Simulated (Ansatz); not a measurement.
# The potential step between two gates: graphene bilayer, AB

Two oppositely charged gates put a neutral stack in a displacement field D. The voltage between them is D/ε₀ times an electrical distance, shorter than the real one because the stack screens.

**Method.** Ansatz 0.2.0, plane waves with PAW datasets (its set soft_2), LDA; isolated slab, charged sheets 5 Å from the outer atoms behind model barriers, atoms held. Voltages count from the uncharged case.

| run | D/ε₀ (V/nm) | step in an electron's potential, upper less lower gate (eV) |
| --- | --- | --- |
| run 1 | −1.810 | −1.570 |
| run 2 | 0.000 | 0.000 |
| run 3 | 0.905 | 0.784 |
| run 4 | 1.810 | 1.570 |
| run 5 | 2.714 | 2.357 |
| run 6 | 3.619 | ? |

Q: Estimate the withheld value from the rows shown.

A least-squares line through the 5 rows shown has slope 0.8679 and intercept 0.0000; no row lies more than 0.002 eV off it. The size of the slope, 0.868 nm, is the electrical distance; the sheets are 1.332 nm apart, and screening reaches beyond the outer atoms. At 3.619 it gives 0.8679 × 3.619 + 0.0000 = 3.141 eV, beyond the rows fitted. Rounding and scatter of the rows alone allow about ±0.002 eV there.

The run itself gives 3.142 eV: a miss of +0.001 eV, or 0.0 % of the value. Screening stays linear to within 1 % over this range.

**Limits.** The gates are model sheets, not atoms.
